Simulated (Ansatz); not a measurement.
# NaSrH3 in R-3c, a phase reached by a soft mode: a soft mode frozen in, part 2 of 3

Aim: this structure of NaSrH3 in R-3c, a phase reached by a soft mode is to be tested for unstable modes, and one is followed downhill.

Ansatz 0.2.0; DFT PBEsol, scalar-relativistic, plane waves, PAW; PAW set soft_1.

So far. Step 4 (The mode frozen in, largest atomic shift 0.6 Å): The run ends at a pressure of -2.08 GPa, with forces up to 0.42 eV/Å. Step 5 (Energy along the mode, all amplitudes (two of the runs …): The lowest of the steps tried is the last one, at 0.6 Å, 16.5 meV/atom below the parent; the bottom of the well need not coincide with a step.

The structure was built from a prototype and need not be the compound's stable phase.

## 6. Relaxing from the distorted cell

Starting from the lowest point found, all atoms and the cell are let go, so that strain and other modes of the same symmetry can join in.

Contents of input.yaml:

```yaml
crystal:
  lattice:
    - [3.1020648747, 1.7909779904, 5.3919793483]
    - [-3.1020648747, 1.7909779904, 5.3919793483]
    - [0.0, -3.5819559809, 5.3919793483]
  atoms:
    - { symbol: Na, position: [0.2565197163, 0.2565197163, 0.2565197163] }
    - { symbol: Na, position: [0.7565197163, 0.7565197163, 0.7565197163] }
    - { symbol: Sr, position: [0.4993629877, 0.4993629877, 0.4993629877] }
    - { symbol: Sr, position: [-0.0006370123, -0.0006370123, -0.0006370123] }
    - { symbol: H, position: [0.6027782386, 0.1580727416, 0.8958238678] }
    - { symbol: H, position: [0.3958238678, 0.6580727416, 0.1027782386] }
    - { symbol: H, position: [0.8958238678, 0.6027782386, 0.1580727416] }
    - { symbol: H, position: [0.1027782386, 0.3958238678, 0.6580727416] }
    - { symbol: H, position: [0.1580727416, 0.8958238678, 0.6027782386] }
    - { symbol: H, position: [0.6580727416, 0.1027782386, 0.3958238678] }
kpoints:
  mp_grid: { grid: [6, 6, 6] }
hamiltonian:
  xc: pbesol
  pseudopotentials: { kind: paw, azcp: { folder: soft_1 }, xc_functional: pbe }
scf:
  occupations: { method: fixed }
output:
  forces: true
  stress: true
  eigenvalues: true
relax:
  adjacent_minimum: "off"
  f_tol: 0.002
  max_steps: 120
  cell: { stress_tol: 0.03 }
```

Command:

```bash
ansatz run input.yaml --threads 4 --pin off --max-ram 16384MiB --backend cpu --events-out ev --progress --plain --runs-dir out
```

Numbers of over 12 decimals in the logs are rounded to 6 here.

The program printed:

```text
[...]
Crystal: 10 atoms, lattice volume = 179.738 Å³
Basis set: ecut = 420 eV, 3493 PW (Γ), exchange–correlation on 90×90×90 points (8 copies of the dense FFT grid, shifted against one another)
Bands: 32, of which v1, the nominal top of the filled ones, is band 22 counted from 1 (21 counted from 0)
Symmetry: 6 space group operations
[...]
k-points: 32 of 216 (time reversal used)
[...]
SCF iter   1: F=—  HF=-10034.880214 eV  |F-HF|=—  |Δ(HF+E_count)|=         —  Δρ=4.93e-2  dr2=5.58e0  ethr=3.10e-3  ⟨swp⟩=6.1  Hψ=4380  notcnv=0  defer=228
[...]
SCF iter   8: F=-10033.059294 eV  HF=-10033.059294 eV  |F-HF|=6.61e-9  |Δ(HF+E_count)|=   2.23e-7  Δρ=2.35e-6  dr2=1.22e-8  ethr=2.27e-10  ⟨swp⟩=18.8  Hψ=8248  notcnv=0
SCF 1 converged in 8 iterations: F = -10033.059294 eV  dr2 = 1.22e-8
[...]
relax step   1: F+E_penalty+E_count = -10033.05929395 eV  Δ(F+E_penalty+E_count) = +0.000e0 eV  max|allowed force component| = 4.183e-1 eV/Å  Δτ_max = 0.0000 Å  P = -2.076 GPa  Ω = 179.738 Å³  (8 SCF iters, dr2 threshold 1.00e-7 eV, accepted)
Crystal: 10 atoms, lattice volume = 168.728 Å³
Basis set: ecut = 420 eV, 3305 PW (Γ), exchange–correlation on 90×90×90 points (8 copies of the dense FFT grid, shifted against one another)
[...]
iter 1 solved again at ethr=1.72e-4 eV; its pass at ethr=3.10e-3 eV (dr2=7.56e-2 eV) is discarded
[...]
SCF iter   6: F=-10033.273776 eV  HF=-10033.273776 eV  |F-HF|=1.95e-7  |Δ(HF+E_count)|=   2.64e-7  Δρ=1.02e-5  dr2=1.36e-7  ethr=2.27e-9  ⟨swp⟩=16.3  Hψ=7575  notcnv=0
SCF 2 converged in 6 iterations: F = -10033.273776 eV  dr2 = 1.36e-7
relax step   2: F+E_penalty+E_count = -10033.27377613 eV  Δ(F+E_penalty+E_count) = -2.145e-1 eV  max|allowed force component| = 3.477e-1 eV/Å  Δτ_max = 0.1949 Å  P = -0.038 GPa  Ω = 168.728 Å³  energy of the carried Pulay correction = +2.991e-3 eV  (6 SCF iters, dr2 threshold 1.00e-6 eV, accepted)
Crystal: 10 atoms, lattice volume = 166.062 Å³
Basis set: ecut = 420 eV, 3245 PW (Γ), exchange–correlation on 90×90×90 points (8 copies of the dense FFT grid, shifted against one another)
[...]
SCF iter   5: F=-10033.338251 eV  HF=-10033.338251 eV  |F-HF|=8.87e-8  |Δ(HF+E_count)|=   2.43e-6  Δρ=7.87e-6  dr2=1.49e-7  ethr=2.27e-9  ⟨swp⟩=15.7  Hψ=7165  notcnv=0
SCF 3 converged in 5 iterations: F = -10033.338251 eV  dr2 = 1.49e-7
[...]
relax step   3: F+E_penalty+E_count = -10033.33825063 eV  Δ(F+E_penalty+E_count) = -6.447e-2 eV  max|allowed force component| = 1.984e-1 eV/Å  Δτ_max = 0.0610 Å  P = -0.139 GPa  Ω = 166.062 Å³  energy of the carried Pulay correction = +3.744e-3 eV  (5 SCF iters, dr2 threshold 1.00e-6 eV, accepted)
[... from here on, the SCF cycles and remarks between the steps are left out ...]
relax step   4: F+E_penalty+E_count = -10033.41354157 eV  Δ(F+E_penalty+E_count) = -7.529e-2 eV  max|allowed force component| = 1.201e-1 eV/Å  Δτ_max = 0.0907 Å  P = +0.051 GPa  Ω = 158.791 Å³  energy of the carried Pulay correction = +5.857e-3 eV  (6 SCF iters, dr2 threshold 1.00e-6 eV, accepted)
relax step   5: F+E_penalty+E_count = -10033.42557737 eV  Δ(F+E_penalty+E_count) = -1.204e-2 eV  max|allowed force component| = 1.823e-1 eV/Å  Δτ_max = 0.0975 Å  P = +0.023 GPa  Ω = 153.434 Å³  energy of the carried Pulay correction = +7.474e-3 eV  (6 SCF iters, dr2 threshold 9.02e-7 eV, accepted)
relax step   6: F+E_penalty+E_count = -10033.44373101 eV  Δ(F+E_penalty+E_count) = -1.815e-2 eV  max|allowed force component| = 2.469e-2 eV/Å  Δτ_max = 0.0508 Å  P = +0.101 GPa  Ω = 151.501 Å³  energy of the carried Pulay correction = +8.070e-3 eV  (5 SCF iters, dr2 threshold 1.00e-6 eV, accepted)
relax step   7: F+E_penalty+E_count = -10033.44501601 eV  Δ(F+E_penalty+E_count) = -1.285e-3 eV  max|allowed force component| = 6.846e-3 eV/Å  Δτ_max = 0.0122 Å  P = -0.021 GPa  Ω = 152.261 Å³  energy of the carried Pulay correction = +7.835e-3 eV  (5 SCF iters, dr2 threshold 7.69e-8 eV, accepted)
relax step   8: F+E_penalty+E_count = -10033.44499313 eV  Δ(F+E_penalty+E_count) = +2.288e-5 eV  max|allowed force component| = 1.343e-2 eV/Å  Δτ_max = 0.0094 Å  P = +0.020 GPa  Ω = 152.086 Å³  energy of the carried Pulay correction = +7.889e-3 eV  (6 SCF iters, dr2 threshold 2.93e-9 eV, rejected (line search))
relax step   9: F+E_penalty+E_count = -10033.44521692 eV  Δ(F+E_penalty+E_count) = -2.009e-4 eV  max|allowed force component| = 2.795e-3 eV/Å  Δτ_max = 0.0046 Å  P = -0.001 GPa  Ω = 152.016 Å³  energy of the carried Pulay correction = +7.911e-3 eV  (7 SCF iters, accepted)
relax step  10: F+E_penalty+E_count = -10033.44524704 eV  Δ(F+E_penalty+E_count) = -3.013e-5 eV  max|allowed force component| = 4.242e-3 eV/Å  Δτ_max = 0.0035 Å  P = -0.006 GPa  Ω = 151.912 Å³  energy of the carried Pulay correction = +7.943e-3 eV  (6 SCF iters, dr2 threshold 4.88e-10 eV, rejected (line search))
relax step  11: F+E_penalty+E_count = -10033.44525276 eV  Δ(F+E_penalty+E_count) = -3.584e-5 eV  max|allowed force component| = 7.366e-4 eV/Å  Δτ_max = 0.0018 Å  P = -0.000 GPa  Ω = 151.936 Å³  energy of the carried Pulay correction = +7.935e-3 eV  (6 SCF iters, accepted)
relax step  12: F+E_penalty+E_count = -10033.44067842 eV  Δ(F+E_penalty+E_count) = +4.574e-3 eV  max|allowed force component| = 8.426e-4 eV/Å  Δτ_max = 0.0000 Å  P = -0.030 GPa  Ω = 151.936 Å³  stress off target by 3.80e-2 GPa  SCF on the basis re-selected at this cell (its energy is not comparable with the rows above)  (5 SCF iters)
relax step  13: F+E_penalty+E_count = -10033.44085756 eV  Δ(F+E_penalty+E_count) = -1.791e-4 eV  max|allowed force component| = 2.079e-3 eV/Å  Δτ_max = 0.0045 Å  P = +0.017 GPa  Ω = 151.510 Å³  energy of the carried Pulay correction = +1.345e-4 eV  (5 SCF iters, dr2 threshold 3.61e-9 eV, accepted)
relax step  14: F+E_penalty+E_count = -10033.44019583 eV  Δ(F+E_penalty+E_count) = +6.617e-4 eV  max|allowed force component| = 1.832e-2 eV/Å  Δτ_max = 0.0112 Å  P = -0.129 GPa  Ω = 151.654 Å³  energy of the carried Pulay correction = +8.674e-5 eV  (7 SCF iters, dr2 threshold 2.70e-10 eV, rejected (line search))
relax step  15: F+E_penalty+E_count = -10033.44086065 eV  Δ(F+E_penalty+E_count) = -3.090e-6 eV  max|allowed force component| = 1.263e-4 eV/Å  Δτ_max = 0.0011 Å  P = +0.000 GPa  Ω = 151.530 Å³  energy of the carried Pulay correction = +1.280e-4 eV  (8 SCF iters, accepted)
[...]
SCF iter   1: F=—  HF=-10033.440723 eV  |F-HF|=—  |Δ(HF+E_count)|=         —  Δρ=5.61e-6  dr2=5.42e-9  ethr=1.26e-7  ⟨swp⟩=4.2  Hψ=7266  notcnv=0  defer=255
eigensolver tolerance schedule: the retry pair's looser diagonalisation over-reported the residual by 10244.66 of it (diagonalisation noise at 0.72 of the residual, at the tolerance the schedule requests for it); recorded, not acted on — ethr = c·dr2/N_el stays at c = 1.0e-1
[...]
SCF iter   2: F=—  HF=-10033.440716 eV  |F-HF|=—  |Δ(HF+E_count)|=   7.71e-6  Δρ=3.04e-6  dr2=1.87e-9  ethr=1.23e-11  ⟨swp⟩=4.3  Hψ=2611  notcnv=0  defer=254
[...]
SCF iter   5: F=-10033.440716 eV  HF=-10033.440716 eV  |F-HF|=1.09e-11  |Δ(HF+E_count)|=  2.69e-10  Δρ=1.13e-7  dr2=4.93e-12  ethr=1.00e-12  ⟨swp⟩=17.5  Hψ=7552  notcnv=0
SCF 16 converged in 5 iterations: F = -10033.440716 eV  dr2 = 4.93e-12
relax step  16: F+E_penalty+E_count = -10033.44071572 eV  Δ(F+E_penalty+E_count) = +1.449e-4 eV  max|allowed force component| = 1.295e-4 eV/Å  Δτ_max = 0.0000 Å  P = -0.000 GPa  Ω = 151.530 Å³  stress off target by 1.09e-3 GPa  SCF on the basis re-selected at this cell (its energy is not comparable with the rows above)  (5 SCF iters)
[...]
SCF converged after 5 iterations
Free energy (F): -10033.440716 eV
[...]
Internal energy: -10033.440716 eV  (E = F + TS)
E sigma→0 (E₀):  -10033.440716 eV
Fermi energy:    2.578728 eV
[...]
--- Forces (eV/Å), atoms counted from 1 ---
  atom   1  Na     0.00000000     0.00000000    -0.00002613
  atom   2  Na     0.00000000     0.00000000    -0.00002613
  atom   3  Sr    -0.00000000    -0.00000000     0.00010829
  atom   4  Sr     0.00000000    -0.00000000     0.00010829
  atom   5  H      0.00002881    -0.00012953    -0.00002721
  atom   6  H      0.00012658     0.00003982    -0.00002721
  atom   7  H      0.00009778     0.00008972    -0.00002721
  atom   8  H     -0.00009778     0.00008972    -0.00002721
  atom   9  H     -0.00012658     0.00003982    -0.00002721
  atom  10  H     -0.00002881    -0.00012953    -0.00002721
  max |Σ_I F_I| component: 1.05e-6 eV/Å
--- Stress (GPa, compression-positive) ---
        0.000217      -0.000000       0.000000
       -0.000000       0.000217       0.000000
       -0.000000       0.000000      -0.001090
  P = ⅓ Tr σ = -0.0002 GPa (-0.002 kbar)
--- Band table (eV; the first three rows and the last of 32) ---
  k-point 0: bands = [... 18 lower, 1.5894, 2.0136, 2.5787, 2.5787, 6.5851, 6.5851, 7.1464, 8.2889, ... 6 higher]
  k-point 1: bands = [... 18 lower, 1.6610, 2.0185, 2.4749, 2.5354, 6.4327, 6.5678, 7.0475, 8.1815, ... 6 higher]
  k-point 2: bands = [... 18 lower, 1.8393, 2.0493, 2.3130, 2.4192, 6.2609, 6.5217, 6.9418, 7.3772, ... 6 higher]
  k-point 31: bands = [... 18 lower, 2.1301, 2.1301, 2.1301, 2.1301, 6.5365, 6.5365, 7.2900, 7.2900, ... 6 higher]
--- Relaxed structure (14 steps of the walk, 11 accepted, 2 SCFs on fresh bases) ---
  F+E_penalty+E_count = -10033.44071572 eV   max|allowed force component| = 1.295e-4 eV/Å   (the final SCF, on the basis selected at the relaxed cell)
  cell:  # Å, volume = 151.5296 Å³
    - [3.007493, 1.736377, 4.836124]
    - [-3.007493, 1.736377, 4.836124]
    - [0, -3.472754, 4.836124]
  atoms:
    - { symbol: Na, position: [0.273912, 0.273912, 0.273912] }
    - { symbol: Na, position: [0.773912, 0.773912, 0.773912] }
    - { symbol: Sr, position: [0.507446, 0.507446, 0.507446] }
    - { symbol: Sr, position: [0.00744623, 0.00744623, 0.00744623] }
    - { symbol: H, position: [0.576608, 0.135194, 0.919397] }
    - { symbol: H, position: [0.419397, 0.635194, 0.076608] }
    - { symbol: H, position: [0.919397, 0.576608, 0.135194] }
    - { symbol: H, position: [0.076608, 0.419397, 0.635194] }
    - { symbol: H, position: [0.135194, 0.919397, 0.576608] }
    - { symbol: H, position: [0.635194, 0.076608, 0.419397] }
```

It took 58 s on 4 threads of Arm Neoverse V2, shared host; peak memory 0.54 GiB.

Relaxation path:

```csv
step,energy less that of the first step (eV),largest force component (eV/Å),pressure (GPa),volume (Å³)
1,0.0000,0.4183,-2.08,179.74
2,-0.2145,0.3477,-0.04,168.73
3,-0.2790,0.1984,-0.14,166.06
4,-0.3542,0.1201,0.05,158.79
5,-0.3663,0.1823,0.02,153.43
6,-0.3844,0.0247,0.10,151.50
7,-0.3857,0.0068,-0.02,152.26
8,-0.3857,0.0134,0.02,152.09
9,-0.3859,0.0028,0.00,152.02
10,-0.3860,0.0042,-0.01,151.91
11,-0.3860,0.0007,0.00,151.94
12*,-0.3814,0.0008,-0.03,151.94
13,-0.3816,0.0021,0.02,151.51
14,-0.3809,0.0183,-0.13,151.65
15,-0.3816,0.0001,0.00,151.53
16*,-0.3814,0.0001,0.00,151.53
```

Relaxation steps marked * repeat the geometry before them on a plane-wave basis chosen anew for their cell, so energy and pressure can jump there. Relaxation steps 8, 10, 14 were tried and not accepted.

Forces are held to the 6 operations that the run works with; a distortion that breaks them can't arise in this run.

```csv
"conventional cell, symmetrised",before,after,change
a (Å),6.204,6.015,-3.0 %
b (Å),6.204,6.015,-3.0 %
c (Å),16.176,14.508,-10.3 %
volume (Å³/atom),17.97,15.15,-15.7 %
```

The atoms that moved most (Å, as changes of fractional coordinates times the final cell):

```csv
atom,dx,dy,dz,length
Na2,0.000,0.000,0.252,0.252
Na1,0.000,0.000,0.252,0.252
H8,-0.150,0.075,-0.123,0.208
H7,0.150,0.075,-0.123,0.208
H10,0.010,-0.167,-0.123,0.208
H5,-0.010,-0.167,-0.123,0.208
H9,-0.140,0.092,-0.123,0.208
H6,0.140,0.092,-0.123,0.208
```

This step gave:

```
pressure          : -2.19e-4 GPa
gap on the k-mesh : 3.294 eV
volume per atom   : 15.15 Å³
```

The distorted start has space group R3c; the relaxation ends in R3c.

## 7. The new phase in its own primitive cell

The relaxed structure is symmetrised, reduced to its primitive cell and relaxed tightly, as its phonons need.

Contents of input.yaml:

```yaml
crystal:
  lattice:
    - [3.0074934252, 1.7363771386, 4.8361236971]
    - [-3.0074934252, 1.7363771386, 4.8361236971]
    - [0.0, -3.4727542773, 4.8361236971]
  atoms:
    - { symbol: Na, position: [0.2739117497, 0.2739117497, 0.2739117497] }
    - { symbol: Na, position: [0.7739117497, 0.7739117497, 0.7739117497] }
    - { symbol: Sr, position: [0.5074462256, 0.5074462256, 0.5074462256] }
    - { symbol: Sr, position: [0.0074462256, 0.0074462256, 0.0074462256] }
    - { symbol: H, position: [0.5766080579, 0.135194277, 0.9193972417] }
    - { symbol: H, position: [0.4193972417, 0.635194277, 0.0766080579] }
    - { symbol: H, position: [0.9193972417, 0.5766080579, 0.135194277] }
    - { symbol: H, position: [0.0766080579, 0.4193972417, 0.635194277] }
    - { symbol: H, position: [0.135194277, 0.9193972417, 0.5766080579] }
    - { symbol: H, position: [0.635194277, 0.0766080579, 0.4193972417] }
kpoints:
  mp_grid: { grid: [6, 6, 6] }
hamiltonian:
  xc: pbesol
  pseudopotentials: { kind: paw, azcp: { folder: soft_1 }, xc_functional: pbe }
scf:
  occupations: { method: fixed }
output:
  forces: true
  stress: true
  eigenvalues: true
relax:
  adjacent_minimum: "off"
  f_tol: 0.001
  max_steps: 60
  cell: { stress_tol: 0.01 }
```

The program printed:

```text
[...]
Crystal: 10 atoms, lattice volume = 151.530 Å³
Basis set: ecut = 420 eV, 2945 PW (Γ), exchange–correlation on 80×80×80 points (8 copies of the dense FFT grid, shifted against one another)
Bands: 32, of which v1, the nominal top of the filled ones, is band 22 counted from 1 (21 counted from 0)
Symmetry: 6 space group operations
[...]
k-points: 32 of 216 (time reversal used)
[...]
- { symbol: Sr, position: [0.00744623, 0.00744623, 0.00744623] }
    - { symbol: H, position: [0.5766080579, 0.135194, 0.9193972417] }
    - { symbol: H, position: [0.419397, 0.635194, 0.076608] }
    - { symbol: H, position: [0.9193972417, 0.5766080579, 0.135194] }
    - { symbol: H, position: [0.076608, 0.419397, 0.635194277] }
    - { symbol: H, position: [0.135194, 0.919397, 0.5766080579] }
    - { symbol: H, position: [0.635194, 0.076608, 0.419397] }
[key lines of the parts left out:]
SCF converged after 6 iterations
Free energy (F): -10033.440716 eV
Fermi energy:    2.578728 eV
P = ⅓ Tr σ = -0.0002 GPa (-0.002 kbar)
```

It took 8 s on 4 threads; peak memory 0.47 GiB.

Little changed from the start: no atom moved by 0.005 Å and no cell edge by 0.1 %.

This step gave:

| Property | Result |
| --- | --- |
| pressure | -2.18e-4 GPa |
| direct gap on mesh | 3.372 eV |

The largest force component left is 0.13 meV/Å and the pressure is 0.000 GPa, within the tolerances set. The cell now holds 15.15 Å³/atom.

(Part 2 of 3 ends here.)

[Logs are printed without paths, hosts, clocks, repeated set-up lines and the standing remarks that a program may print on its own settings, such as how far it seeks lower states.]

[Hosts, paths, dates, database ids (printed as entryN), source tags and the programs' standing remarks are cut or masked in the printed files.]
